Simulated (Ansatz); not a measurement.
# Lattice dynamics of (GaP)3(MgS)1 [001] superlattice, started as zinc blende, part 2 of 2

Wanted: phonon frequencies of (GaP)3(MgS)1 [001] superlattice, started as zinc blende and what follows from them.

Ansatz 0.2.0; DFT PBEsol, scalar-relativistic, plane waves, PAW.

So far, gap on the k-mesh (eV): step 2 (coarse relaxation) 0.302; step 3 (bringing the structure to rest) 0.297; step 4 (tight relaxation) 0.298. The relaxed cell has a, b, c = 3.861, 3.907, 11.121 Å (conventional setting).

The structure was built from a prototype and need not be the compound's stable phase.

### 5. Zone-centre response

The zone centre is the only wavevector solved here; it holds the modes that light can see, as far as symmetry allows. The response to a homogeneous field gives the Born charges and the dielectric tensor.

The input, input.yaml:

```yaml
crystal:
  lattice:
    - [2.7303626693, 2.7303626693, 0.0]
    - [-2.7626155035, 2.7626155035, 0.0]
    - [0.0, 0.0, 11.1213291539]
  atoms:
    - { symbol: Ga, position: [0.0, 0.0, 0.0111478275] }
    - { symbol: Ga, position: [0.5, 0.5, 0.252192221] }
    - { symbol: Ga, position: [0.0, 0.0, 0.4951653826] }
    - { symbol: Mg, position: [0.5, 0.5, 0.7426972823] }
    - { symbol: P, position: [0.5, 1.0, 0.1278704546] }
    - { symbol: P, position: [0.0, 0.5, 0.3702291656] }
    - { symbol: P, position: [0.5, 1.0, 0.6119319095] }
    - { symbol: S, position: [0.0, 0.5, 0.8887657566] }
kpoints:
  mp_grid: { grid: [8, 8, 4] }
hamiltonian:
  xc: pbesol
scf:
  occupations: { method: fixed }
output:
  eigenvalues: true
phonons:
  method: dfpt
  dielectric: true
  rigid_motions: translations
```

Command:

```bash
$ ansatz run input.yaml --threads 8 --pin off --max-ram 14336MiB --backend cpu --events-out ev --progress --plain --runs-dir out
```

Numbers of over 12 decimals in the logs are rounded to 6 here.

Log:

```text
[...]
Crystal: 8 atoms, lattice volume = 167.775 Å³
Basis set: ecut = 420 eV, 3321 PW (Γ), exchange–correlation on 54×54×150 points (8 copies of the dense FFT grid, shifted against one another)
Bands: 43, of which v1, the nominal top of the filled ones, is band 35 counted from 1 (34 counted from 0)
Symmetry: 4 space group operations
k-points: 132 of 256 (irreducible under 1 space group operation, time reversal used)
[...]
SCF iter   1: F=—  HF=-16250.905043 eV  |F-HF|=—  |Δ(HF+E_count)|=         —  Δρ=4.08e-3  dr2=5.34e-2  ethr=1.77e-3  ⟨swp⟩=5.7  Hψ=20126  notcnv=0  defer=722
[...]
SCF iter  11: F=-16250.884716 eV  HF=-16250.884716 eV  |F-HF|=2.91e-11  |Δ(HF+E_count)|=  6.37e-11  Δρ=1.52e-7  dr2=5.19e-11  ethr=1.00e-12  ⟨swp⟩=17.5  Hψ=44665  notcnv=0
SCF 1 converged in 11 iterations: F = -16250.884716 eV  dr2 = 5.19e-11
[...]
DFPT response loops at Γ: preconditioner auto → Resta (q_TF=auto, 2.358 Å⁻¹)  ε∞=14.2 (no band partly filled); β = 1.00, the filter's whole step (`scf.mixing.beta` (0.50) is not read by the response loops at its default; to damp them type it under 1.00, their step now; it binds the ground state too); Broyden in place of MSR1
── the response to a field inside a basis, on 20×20×8 k-points: an SCF that follows is theirs, and a resumed run solves both again ──
Bands: 36, of which v1, the nominal top of the filled ones, is band 35 counted from 1 (34 counted from 0)
k-points: 400 of 3200 (time reversal used)
[...]
Eigensolver: Dense (400 Hₖ)
SCF iter   1: F=—  HF=-16250.733040 eV  |F-HF|=—  |Δ(HF+E_count)|=         —  Δρ=4.01e-4  dr2=1.22e-4  ethr=1.00e-1
[...]
SCF iter   5: F=-16250.733081 eV  HF=-16250.733081 eV  |F-HF|=6.09e-9  |Δ(HF+E_count)|=   2.73e-7  Δρ=4.20e-6  dr2=6.84e-8  ethr=7.07e-10
SCF 1 converged in 5 iterations: F = -16250.733081 eV  dr2 = 6.84e-8
[...]
WARN: field response: inside a basis, on 20×20×8 points, no mesh in reach settles it: take ε∞, Z* and everything formed from them with what they may err, as stated (eps_inf_uncertainty, zstar_uncertainty_e), and compare with field_mesh: kpoints on a denser kpoints.mp_grid
WARN: field response: ε∞ stands inside a basis, on 20×20×8 points; the force constants stand on the 8×8×4 k-mesh, whose period is 9.37 times the interband length at k = (0.0000, 0.0000, 0.0000), direct gap 0.459 eV, under 14: take them and everything formed from them as unconverged, and compare with a denser kpoints.mp_grid
SCF converged after 11 iterations
Free energy (F): -16250.884716 eV
[...]
Internal energy: -16250.884716 eV  (E = F + TS)
E sigma→0 (E₀):  -16250.884716 eV
Fermi energy:    6.750527 eV
[...]
--- Band table (eV; the first three rows and the last of 132) ---
  k-point 0: bands = [... 31 lower, 5.0837, 5.9285, 6.0486, 6.6945, 7.1536, 7.7735, 8.0057, 8.7666, ... 4 higher]
  k-point 1: bands = [... 31 lower, 5.1364, 5.4592, 5.9928, 6.6387, 7.4203, 7.7996, 8.1307, 8.8029, ... 4 higher]
  k-point 2: bands = [... 31 lower, 5.0643, 5.1903, 5.9302, 6.5811, 7.5721, 7.7934, 8.3453, 8.8589, ... 4 higher]
  k-point 131: bands = [... 31 lower, 3.4033, 3.5699, 4.3125, 4.3923, 8.4963, 8.6105, 8.8293, 9.0064, ... 4 higher]
--- Phonons (Γ-DFPT): 16 representative perturbations + reference, on 132 of 256 k-points (Σ response iterations 56) ---
  k mesh reduced under 1 symmetry operation, with k and −k counted as one. Each operation leaves every solved perturbation unchanged. A smaller set is not considered because the run solves the response to a homogeneous field
  ASR residual: 7.308e-5 → 0.000e0 eV/Å²; symmetrization residual: 2.049e-5 eV/Å²
  ASR residual per site (eV/Å²): 5.56e-5 7.31e-5 5.58e-5 3.03e-5 4.09e-5 2.55e-5 4.26e-5 1.77e-5
  Γ frequencies (cm⁻¹): 0.00 0.00 0.00 69.78 73.06 88.99 90.71 93.22 97.57 143.24 178.29 254.25 272.59 274.91 317.75 320.65 329.50 351.64 354.20 367.09 376.43 385.04 390.32 400.37
  ε∞ (high-frequency dielectric tensor):
        9.744909     0.143838     0.000000
        0.143838     9.744909    -0.000000
        0.000000    -0.000000     9.038882
  ε⁰ (static dielectric tensor: ions relaxed, cell fixed):
       12.937110    -0.535264     0.000000
       -0.535264    12.937110    -0.000000
        0.000000    -0.000000    11.747783
  ε⁰ − ε∞ (ionic part):
        3.192201    -0.679102     0.000000
       -0.679102     3.192201    -0.000000
        0.000000    -0.000000     2.708900
  softest optical mode at Γ: 69.78 cm⁻¹; the repairs (sum rule, projections) moved no ω² at Γ by more than (2.44 cm⁻¹)²
  Born effective charges Z* (e; rows j = field, columns β = displacement):
    site 0:
         2.66100   -0.11136    0.00000
        -0.11136    2.66100   -0.00000
         0.00000   -0.00000    2.20596
    site 1:
         2.09130   -0.11020    0.00000
        -0.11020    2.09130   -0.00000
         0.00000   -0.00000    1.57067
    site 2:
         2.39407   -0.10916   -0.00000
        -0.10916    2.39407   -0.00000
         0.00000   -0.00000    1.68857
    site 3:
         1.60403   -0.02928    0.00000
        -0.02928    1.60403   -0.00000
         0.00000   -0.00000    2.95552
    site 4:
        -2.02207   -0.12300    0.00000
        -0.12300   -2.02207   -0.00000
         0.00000   -0.00000   -1.66676
    site 5:
        -2.09535    0.21510   -0.00000
         0.21510   -2.09535    0.00000
        -0.00000    0.00000   -1.52998
    site 6:
        -2.25322   -0.38125    0.00000
        -0.38125   -2.25322    0.00000
        -0.00000    0.00000   -2.50660
    site 7:
        -2.37976    0.64915   -0.00000
         0.64915   -2.37976    0.00000
        -0.00000   -0.00000   -2.71738
  Z* charge neutrality: 3.236e-2 e pre-enforcement
  solved inside a basis spanned on kpoints, on 20×20×8 k-points, which do not settle them: ε∞ is read to err by 1.6e-1, Z* by 5.6e-2 e (field_mesh: kpoints solves on kpoints); Z* is corrected for what the basis lacks
  optical modes at Γ without the LO–TO term, one row a degenerate level:
      ω (cm⁻¹)  modes    IR ((D/Å)²/amu)
         69.78      1             0.0898
         73.06      1             0.0112
         88.99      1             0.0828
         90.71      1             0.1158
         93.22      1             0.0140
         97.57      1             0.0000
        143.24      1             0.0360
[...]
optical modes at Γ + LO–TO along q̂ = [1.0000, 0.0000, 0.0000]:
      ω (cm⁻¹)  modes    IR ((D/Å)²/amu)
[...]
optical modes at Γ + LO–TO along q̂ = [0.0000, 1.0000, 0.0000]:
      ω (cm⁻¹)  modes    IR ((D/Å)²/amu)
[...]
optical modes at Γ + LO–TO along q̂ = [0.0000, 0.0000, 1.0000]:
      ω (cm⁻¹)  modes    IR ((D/Å)²/amu)
[...]
272.89      1             0.0652
        274.91      1             4.0567
        317.75      1             4.9056
        327.39      1             1.1983
        329.50      1             2.6062
        354.20      1             8.6414
        367.06      1             0.0324
        372.72      1             5.6197
        376.43      1             1.1259
        385.04      1             6.9888
        400.37      1             6.0894
        410.29      1            18.5265
```

The job ended after 12 min (8 threads of AMD EPYC 7R43, shared host; peak memory 5.4 GiB; 70 min of CPU time).

This step gave:

- sum-rule residual before enforcement: 7.31e-5 eV/Å²
- miss of the charge sum rule: 0.03236 e
- estimated error of the dielectric tensor: 0.1619
- estimated error of the Born charges: 0.05609 e
- point group: mm2
- highest optical mode at the zone centre (no LO-TO term): 400.4 cm⁻¹
- lowest optical zone-centre mode: 69.78 cm⁻¹
- mean high-frequency dielectric constant: 9.510
- largest Born charge (third of the trace): 2.509 e
- mean static dielectric constant: 12.54
- top of the zone-centre spectrum with the field: 411.2 cm⁻¹

Without the LO-TO term. Patterns of degenerate modes are one choice out of their space. Modes at Γ, with each element's share of the kinetic energy:

```csv
mode,frequency (cm⁻¹),symmetry,Ga %,Mg %,P %,S %
1,0.0,acoustic,58,7,26,9
2,0.0,acoustic,58,7,26,9
3,0.0,acoustic,58,7,26,9
4,69.8,B1,56,11,20,12
5,73.1,B2,77,1,14,9
6,89.0,B2,49,18,31,3
7,90.7,B2,48,19,30,2
8,93.2,B1,33,32,12,24
9,97.6,B1,74,3,21,2
10,143.2,A1,71,1,20,8
11,178.3,A1,57,12,18,13
12,254.2,B2,24,0,3,73
13,272.6,A1,55,25,6,14
14,274.9,B1,0,46,0,53
15,317.8,B2,22,0,78,0
16,320.6,A1,9,16,25,50
17,329.5,B2,21,0,74,5
18,351.6,A1,20,5,75,0
19,354.2,B1,29,0,71,0
20,367.1,A1,21,1,73,5
21,376.4,B1,24,0,76,0
22,385.0,B1,26,0,74,0
23,390.3,A1,8,33,58,1
24,400.4,B2,0,55,45,0
```

Displacements in mode 4 (69.8 cm⁻¹), the largest set to 1:
```
Ga1 -0.71 -0.71  0.00
Ga2  0.16  0.16  0.00
Ga3  1.00  1.00  0.00
Mg4 -0.95 -0.95  0.00
P5  -0.57 -0.57  0.00
P6   0.26  0.26  0.00
P7   0.91  0.91  0.00
S8  -0.86 -0.86  0.00
```

Displacements in mode 12 (254.2 cm⁻¹), the largest set to 1:
```
Ga1  0.38 -0.38  0.00
Ga2  0.10 -0.10  0.00
Ga3  0.02 -0.02  0.00
Mg4  0.01 -0.01  0.00
P5  -0.18  0.18  0.00
P6  -0.02  0.02  0.00
P7   0.11 -0.11  0.00
S8  -1.00  1.00  0.00
```

High-frequency dielectric tensor, which the program warns is not settled by the k meshes in reach. Tensor:

```csv
,x,y,z
x,9.745,0.144,0
y,0.144,9.745,0
z,0,0,9.039
```

Static dielectric tensor, which the program warns is not settled by the k meshes in reach. Tensor:

```
        x       y      z
x   12.94  -0.535      0
y  -0.535   12.94      0
z       0       0  11.75
```

Optical modes at the zone centre, without and with the macroscopic field of the longitudinal modes; each column is sorted by frequency, so a row need not hold one and the same mode. Modes with and without the field, by row:

```csv
rank among optical modes,no field (cm⁻¹),"q along (1, 0, 0) (cm⁻¹)","q along (0, 0, 1) (cm⁻¹)"
1,69.8,70.1,69.8
2,73.1,73.1,73.1
3,89,89.2,89
4,90.7,91.1,90.7
5,93.2,93.3,93.2
6,97.6,97.6,97.6
7,143.2,143.2,143.4
8,178.3,178.3,178.3
9,254.2,262.1,254.2
10,272.6,272.6,272.9
11,274.9,280.1,274.9
12,317.8,320.6,317.8
13,320.6,321.1,327.4
14,329.5,332,329.5
15,351.6,351.6,354.2
16,354.2,361.3,367.1
17,367.1,367.1,372.7
18,376.4,377.1,376.4
19,385,390.3,385
20,390.3,390.7,400.4
21,400.4,411.2,410.3
```

Born charge (rows field, columns displacement) (e), principal values of the symmetric part by kind of site:

```
atom  atoms with these values    low  middle   high   mean
 Ga1                        1   2.21    2.55   2.77   2.51
 Ga2                        1   1.57    1.98   2.20   1.92
 Ga3                        1   1.69    2.28   2.50   2.16
 Mg4                        1   1.57    1.63   2.96   2.05
  P5                        1  -2.15   -1.90  -1.67  -1.90
  P6                        1  -2.31   -1.88  -1.53  -1.91
  P7                        1  -2.63   -2.51  -1.87  -2.34
  S8                        1  -3.03   -2.72  -1.73  -2.49
```

In full for Ga1:

```
 2.66 -0.11  0.00
-0.11  2.66  0.00
 0.00  0.00  2.21
```

Transverse modes. Infrared lines, with heights relative to the strongest:

| position (cm⁻¹) | label | relative intensity |
| --- | --- | --- |
| 70 | B1 | 0.7 |
| 73 | B2 | 0.1 |
| 89 | B2 | 0.6 |
| 91 | B2 | 0.9 |
| 93 | B1 | 0.1 |
| 98 | B1 | 0.0 |
| 143 | A1 | 0.3 |
| 178 | A1 | 0.1 |
| 254 | B2 | 81 |
| 273 | A1 | 1.6 |
| 275 | B1 | 31 |
| 318 | B2 | 37 |
| 321 | A1 | 53 |
| 330 | B2 | 20 |
| 352 | A1 | 100 |
| 354 | B1 | 65 |
| 367 | A1 | 0.1 |
| 376 | B1 | 8.5 |
| 385 | B1 | 53 |
| 390 | A1 | 36 |
| 400 | B2 | 46 |

Before it was imposed, the acoustic sum rule was missed by 7.3e-5 eV/Å² and the charge sum rule by 0.032 e. The charge miss is large and points to the mesh or the basis. The lowest optical mode is real, 69.8 cm⁻¹.

The log warns of the k mesh: “the force constants stand on the 8×8×4 k-mesh, whose period is 9.37 times the interband length at k = (0.0000, 0.0000, 0.0000), direct gap 0.459 eV, under 14: take them and everything formed from them as unconverged”.

### 6. Another isotope, element Ga, natural mass 69.723 amu

An isotope changes the mass and not the force constants, so no new electronic calculation is needed; the shifts show which modes move this element.

The same force constants with the mass of Ga changed from 69.723 to 70.925 u (phonopy, no LO-TO term). Both lists are sorted by frequency; levels can cross, so a row need not hold one and the same mode. Modes under 3 cm⁻¹ are left out. Isotope shifts, by row:

```
    q  rank  natural mass (cm⁻¹)  changed mass (cm⁻¹)
0 0 0     4                69.78                69.45
0 0 0     5                73.06                72.58
0 0 0     6                88.99                88.58
0 0 0     7                90.71                90.38
0 0 0     8                93.22                92.96
0 0 0     9                97.57                96.96
0 0 0    10                143.2                142.4
0 0 0    11                178.3                177.4
0 0 0    12                254.2                253.7
0 0 0    13                272.6                271.3
0 0 0    14                274.9                274.9
0 0 0    15                317.8                317.1
0 0 0    16                320.6                320.4
0 0 0    17                329.5                328.9
0 0 0    18                351.6                  351
0 0 0    19                354.2                353.3
0 0 0    20                367.1                366.4
0 0 0    21                376.4                375.7
0 0 0    22                  385                384.2
0 0 0    23                390.3                390.1
0 0 0    24                400.4                400.4
```

A mode of this element alone would shift by -0.85 %. The highest zone-centre frequency without the field goes from 400.4 to 400.4 cm⁻¹ (-0.0 %). The product of the frequency ratios over all optical modes at Γ is 0.940; the product rule, (m/m′)^(3k/2) (M′/M)^(3/2) with k = 3 such atoms and M the mass of the cell, gives 0.940.

### 7. Another isotope, element Mg, natural mass 24.305 amu

The same for Mg, from 24.30 to 25.98 u.

A mode of this element alone would shift by -3.28 %. The highest zone-centre frequency without the field goes from 400.4 to 393.2 cm⁻¹ (-1.8 %). The product of the frequency ratios over all optical modes at Γ is 0.911; the product rule, (m/m′)^(3k/2) (M′/M)^(3/2) with k = 1 such atoms and M the mass of the cell, gives 0.911.

### 8. Isotope substitution, element S, natural mass 32.06 amu

The same for S, from 32.06 to 33.97 u.

The same force constants with the mass of S changed from 32.060 to 33.968 u (phonopy, no LO-TO term). Both lists are sorted by frequency; levels can cross, so a row need not hold one and the same mode. Modes under 3 cm⁻¹ are left out. Isotope shifts, by row:

```csv
q,rank,natural mass (cm⁻¹),changed mass (cm⁻¹)
0 0 0,4,69.78,69.52
0 0 0,5,73.06,72.87
0 0 0,6,88.99,88.92
0 0 0,7,90.71,90.65
0 0 0,8,93.22,92.57
0 0 0,9,97.57,97.53
0 0 0,10,143.2,142.9
0 0 0,11,178.3,177.6
0 0 0,12,254.2,249
0 0 0,13,272.6,270.8
0 0 0,14,274.9,271.4
0 0 0,15,317.8,316.2
0 0 0,16,320.6,317.8
0 0 0,17,329.5,329.1
0 0 0,18,351.6,351.6
0 0 0,19,354.2,354.2
0 0 0,20,367.1,366.6
0 0 0,21,376.4,376.4
0 0 0,22,385,385
0 0 0,23,390.3,390.2
0 0 0,24,400.4,400.3
```

A mode of this element alone would shift by -2.85 %. The highest zone-centre frequency without the field goes from 400.4 to 400.3 cm⁻¹ (-0.0 %). The product of the frequency ratios over all optical modes at Γ is 0.924; the product rule, (m/m′)^(3k/2) (M′/M)^(3/2) with k = 1 such atoms and M the mass of the cell, gives 0.924.

### 9. Summary of results

| Quantity | Value |
| --- | --- |
| space group after relaxation (within 0.01 Å) | Pmm2 |
| volume per atom | 21.0 Å³ |
| gap on the k-mesh | 0.298 eV |
| highest optical mode at the zone centre (no LO-TO term) | 400 cm⁻¹ |
| top of the zone-centre spectrum with the field | 411 cm⁻¹ |
| lowest optical zone-centre mode | 69.8 cm⁻¹ |
| mean high-frequency dielectric constant | 9.51 |
| mean static dielectric constant | 12.5 |
| largest Born charge (third of the trace) | 2.51 e |
| imaginary modes at Γ (the only wavevector solved) | none |

What this shows: The structure is stable against zone-centre distortions, since no mode there is imaginary; other wavevectors were not solved, so zone-boundary instabilities are untested. Without the field, the optical modes at Γ span 70 to 400 cm⁻¹. No dispersion was computed. With the macroscopic field of the longitudinal modes the top of the zone-centre spectrum lies at 411 cm⁻¹, against 400 cm⁻¹ without it. Lattice motion raises the mean dielectric constant from 9.510 to 12.54. The strongest infrared line is at 352 cm⁻¹. With the field response the log warns that the k mesh is coarse for the force constants too, so the frequencies may not be converged. In this run the field response is not settled by the k meshes in reach, so its dielectric tensor, Born charges and longitudinal modes are rough. The starting cell was built on a prototype and not taken from a measurement, so the phase need not exist. These are harmonic frequencies at zero temperature: anharmonic shifts, linewidths and thermal expansion are left out.

[Logs are printed without paths, hosts, clocks, repeated set-up lines and the standing remarks that a program may print on its own settings, such as how far it seeks lower states.]

[Hosts, paths, dates, database ids (printed as entryN), source tags and the programs' standing remarks are cut or masked in the printed files.]
